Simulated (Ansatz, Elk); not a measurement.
## How far do independent atoms describe NaScBr3?

Structure refinements treat a crystal as free atoms side by side. For a made-up structure of NaScBr3 (cell and positions from a PBE relaxation) the runs below show what the calculated density changes in F(hkl).

Calculated with Elk 11.2.3 (patched build); DFT, PBE, all-electron APW+lo, Dirac cores, scalar-relativistic bands, static density, no spin.

This account leaves out most program logs.

The structure was built from a prototype and need not be the compound's stable phase.

## (1) The structure

Symmetry: Pm-3m, No. 221, cubic system. Conventional cell: a = 5.386 Å, b = 5.386 Å, c = 5.386 Å, α = 90.00°, β = 90.00°, γ = 90.00°. Nearest to Br lie 2 Sc at 2.69 Å. Nearest to Sc lie 6 Br at 2.69 Å. Nearest to Na lie 12 Br at 3.81 Å. Farther neighbours and most contacts between anions are not listed.

Coordinates:

```cif
data_structure
_symmetry_space_group_name_H-M 'Pm-3m'
_symmetry_Int_Tables_number 221
_cell_length_a 5.3865
_cell_length_b 5.3865
_cell_length_c 5.3865
_cell_angle_alpha 90.000
_cell_angle_beta 90.000
_cell_angle_gamma 90.000
_cell_volume 156.28
loop_
_atom_site_label
_atom_site_type_symbol
_atom_site_symmetry_multiplicity
_atom_site_Wyckoff_symbol
_atom_site_fract_x
_atom_site_fract_y
_atom_site_fract_z
_atom_site_occupancy
Br1 Br 3 c 0.50000 0.50000 0.00000 1
Sc1 Sc 1 b 0.50000 0.50000 0.50000 1
Na1 Na 1 a 0.00000 0.00000 0.00000 1
```

## (2) Ground state and structure factors

An all-electron density is needed, since X-rays see the cores too. Task 0 finds the density and task 195 Fourier-transforms it; tshift is off so that phases refer to the origin typed.

elk.in

```
tasks
  0
  195

xctype
  20

spinpol
  .false.

rgkmax
  7.0

gmaxvr
  14.0

lmaxo
  7

lmaxapw
  8

swidth
  0.002

tshift
  .false.

ramdisk
  .false.

hmaxvr
  5.5

maxscl
  120

epspot
  1e-06

sppath
  './'

avec
  10.17898342401 -0.00000000000 -0.00000000000
  0.00000000000 10.17898342401 0.00000000000
  -0.00000000000 0.00000000000 10.17898342401

atoms
  3
  'Br.in'
  3
  0.5000000000 0.5000000000 -0.0000000000   0.000000 0.000000 0.000000
  0.5000000000 -0.0000000000 0.5000000000   0.000000 0.000000 0.000000
  0.0000000000 0.5000000000 0.5000000000   0.000000 0.000000 0.000000
  'Sc.in'
  1
  0.5000000000 0.5000000000 0.5000000000   0.000000 0.000000 0.000000
  'Na.in'
  1
  -0.0000000000 0.0000000000 0.0000000000   0.000000 0.000000 0.000000

ngridk
  4 4 4
```

Launch:

```sh
$ OMP_NUM_THREADS=4 elk
```

Elapsed: 28 s, on 4 threads of Arm Neoverse V2, shared host; peak memory 0.22 GiB; 57 s of CPU time.

SFACRHO.OUT:

```text

h k l indices transformed by vhmat matrix:
   1.000000000       0.000000000       0.000000000    
   0.000000000       1.000000000       0.000000000    
   0.000000000       0.000000000       1.000000000    

      h      k      l  multipl.   |H|            Re(F)            Im(F)           |F|

      0      0      0      1   0.0000000       137.00000      0.15008726E-15   137.00000    
      0      0      1      6  0.61727041      -41.898004      0.10010021E-13   41.898004    
      0     -1      1     12  0.87295219      -4.6399402     -0.76887653E-14   4.6399402    
     -1     -1     -1      8   1.0691437       81.537381      0.15320529E-13   81.537381    
      0      0     -2      6   1.2345408       109.44243      0.17418140E-13   109.44243    
     -1     -2      0     24   1.3802586      -34.125589     -0.12059600E-13   34.125589    
     -2      1      1     24   1.5119975      -4.2900423     -0.20600984E-13   4.2900423    
     -2      2      0     12   1.7459044       96.220550      0.13563275E-13   96.220550    
     -2      1     -2     24   1.8518112      -30.296643     -0.20236640E-13   30.296643    
     -3      0      0      6   1.8518112      -30.433996     -0.23162087E-13   30.433996    
      0      3     -1     24   1.9519804      -4.4181322     -0.30491162E-14   4.4181322    
      3     -1      1     24   2.0472544       65.121934     -0.16532279E-13   65.121934    
      2      2      2      8   2.1382874       87.744098     -0.42956289E-13   87.744098    
      0      3     -2     24   2.2256001      -27.960024      0.30001099E-14   27.960024    
     -3      1      2     48   2.3096144      -4.8291200      0.46785071E-13   4.8291200    
      4      0      0      6   2.4690817       81.500454     -0.26739093E-13   81.500454    
     -1      0      4     24   2.5450711      -26.199039     -0.10894859E-14   26.199039    
      2     -3     -2     24   2.5450711      -26.192103     -0.24365866E-14   26.192103
```

Elk indexes on the primitive cell of elk.in and gives |H| = 4π sin θ/λ in inverse bohr. Below, one row stands for each form hkl of the conventional cell (m members, Friedel mates merged), F is for one primitive cell and the density is static (no thermal factor). Free-atom factors are Waasmaier and Kirfel's, and R is Σm||F|−|F'||/Σm|F|.

```csv
hkl,m,sin θ/λ (Å⁻¹),"abs F, DFT",neutral atoms,diff.
100,6,0.093,41.898,41.511,+0.388
110,12,0.131,4.640,4.459,+0.181
111,8,0.161,81.537,81.283,+0.254
200,6,0.186,109.442,109.279,+0.163
210,24,0.208,34.126,34.089,+0.036
211,24,0.227,4.290,4.256,+0.034
220,12,0.263,96.221,96.381,-0.161
221,24,0.279,30.297,30.377,-0.080
300,6,0.279,30.434,30.377,+0.057
310,24,0.293,4.418,4.518,-0.099
311,24,0.308,65.122,65.349,-0.227
222,8,0.322,87.744,87.955,-0.211
320,24,0.335,27.960,27.974,-0.014
321,48,0.347,4.829,4.874,-0.045
400,6,0.371,81.501,81.659,-0.158
410,24,0.383,26.199,26.209,-0.010
322,24,0.383,26.192,26.209,-0.017
330,12,0.394,5.090,5.148,-0.058
411,24,0.394,5.090,5.148,-0.058
331,24,0.405,57.328,57.503,-0.174
420,24,0.415,76.481,76.608,-0.127
421,48,0.425,24.812,24.819,-0.006
```

## (3) The highest occupied states alone

An energy window below the Fermi level keeps the highest occupied states, to see at which angles they scatter; shallow core shells can lie inside it and anion s states outside. No new self-consistency is needed.

elk.in, as its differences from that of step 2:

```diff
@@ -1,3 +1,2 @@
 tasks
-  0
   195
@@ -40,2 +39,5 @@
 
+wsfac
+  -0.209780 0.457710
+
 sppath
```

Launch:

```sh
$ OMP_NUM_THREADS=4 elk
```

Wall time 15 s (4 threads); peak memory 0.16 GiB; 16 s of CPU time.

States within 10 eV below the Fermi level hold 19.00 electrons; any levels below the window count with the cores. Their amplitudes can exceed the total, where window and core parts have opposite phase:

```csv
hkl,sin θ/λ (Å⁻¹),"abs F, window","abs F, all"
100,0.093,5.128,41.898
110,0.131,1.974,4.640
111,0.161,5.449,81.537
200,0.186,4.681,109.442
210,0.208,1.356,34.126
211,0.227,0.384,4.290
220,0.263,0.986,96.221
221,0.279,0.318,30.297
300,0.279,0.352,30.434
310,0.293,0.202,4.418
```

## (4) Another functional

The difference from free atoms is small, so it is set against the change that PBEsol makes.

elk.in, as its differences from that of step 3:

```diff
@@ -1,2 +1,3 @@
 tasks
+  0
   195
@@ -4,3 +5,3 @@
 xctype
-  20
+  22
 
@@ -39,5 +40,2 @@
 
-wsfac
-  -0.209780 0.457710
-
 sppath
```

Launch:

```sh
$ OMP_NUM_THREADS=4 elk
```

Run time: 28 s. Hardware: 4 threads; peak memory 0.23 GiB; 56 s of CPU time.

Against the first run R = 0.03 %; the largest change is -0.039 at 200.

## (5) Basis size

A smaller basis shows how fast F responds to it; the change is likely larger than the basis error of the first run, but doesn't show convergence.

elk.in, as its differences from that of step 4:

```diff
@@ -5,3 +5,3 @@
 xctype
-  22
+  20
 
@@ -11,3 +11,3 @@
 rgkmax
-  7.0
+  5.5
```

Launch:

```sh
$ OMP_NUM_THREADS=4 elk
```

Elapsed: 24 s, on 4 threads; peak memory 0.21 GiB.

Against the first run R = 0.03 %; the largest change is -0.053 at 200.

## (6) Settings against the effect

```csv
run,R against the first run (%),"R against neutral atoms, low angle (%)",wall time
"PBE, rgkmax 7",0.00,0.33,28 s
PBEsol,0.03,0.32,28 s
rgkmax 5.5,0.03,0.33,24 s
```

## (7) Outcome

* R against neutral atoms, sin θ/λ < 0.3 Å⁻¹: 0.33 %
* R against neutral atoms, 0.3 to 0.82 Å⁻¹: 0.20 %

In words: Independent neutral atoms miss the calculated amplitudes by R = 0.33 % below 0.3 Å⁻¹ and 0.20 % from there to 0.82 Å⁻¹; by shells, 1.46 % below 0.15 Å⁻¹ (2 forms), 0.26 % 0.15 to 0.3 (8 forms), 0.23 % 0.3 to 0.45 (13 forms), 0.19 % above 0.45 (81 forms). Bonding, aspherical density and the tables' own atoms all enter these figures, and the runs don't part them. The largest change of an amplitude is +0.39 electrons, at 100. The window's part falls from 19.0 electrons at the origin to at most 0.34 between 0.45 and 0.82 Å⁻¹. Below 0.3 Å⁻¹ the changes that finished (PBEsol and rgkmax 5.5) move F by R = 0.05 % at most, against the 0.33 % that separates it from free atoms. The k-mesh has no finished test. The electron count is odd, so without spin the run is a metal by force. Part of the difference isn't bonding: the tables are fits to free atoms and ions calculated by other methods than this functional. Thermal motion, anomalous dispersion and extinction are left out.

[Logs are printed without paths, hosts, clocks, repeated set-up lines and the standing remarks that a program may print on its own settings, such as how far it seeks lower states.]

[Hosts, paths, dates, database ids (printed as entryN), source tags and the programs' standing remarks are cut or masked in the printed files.]
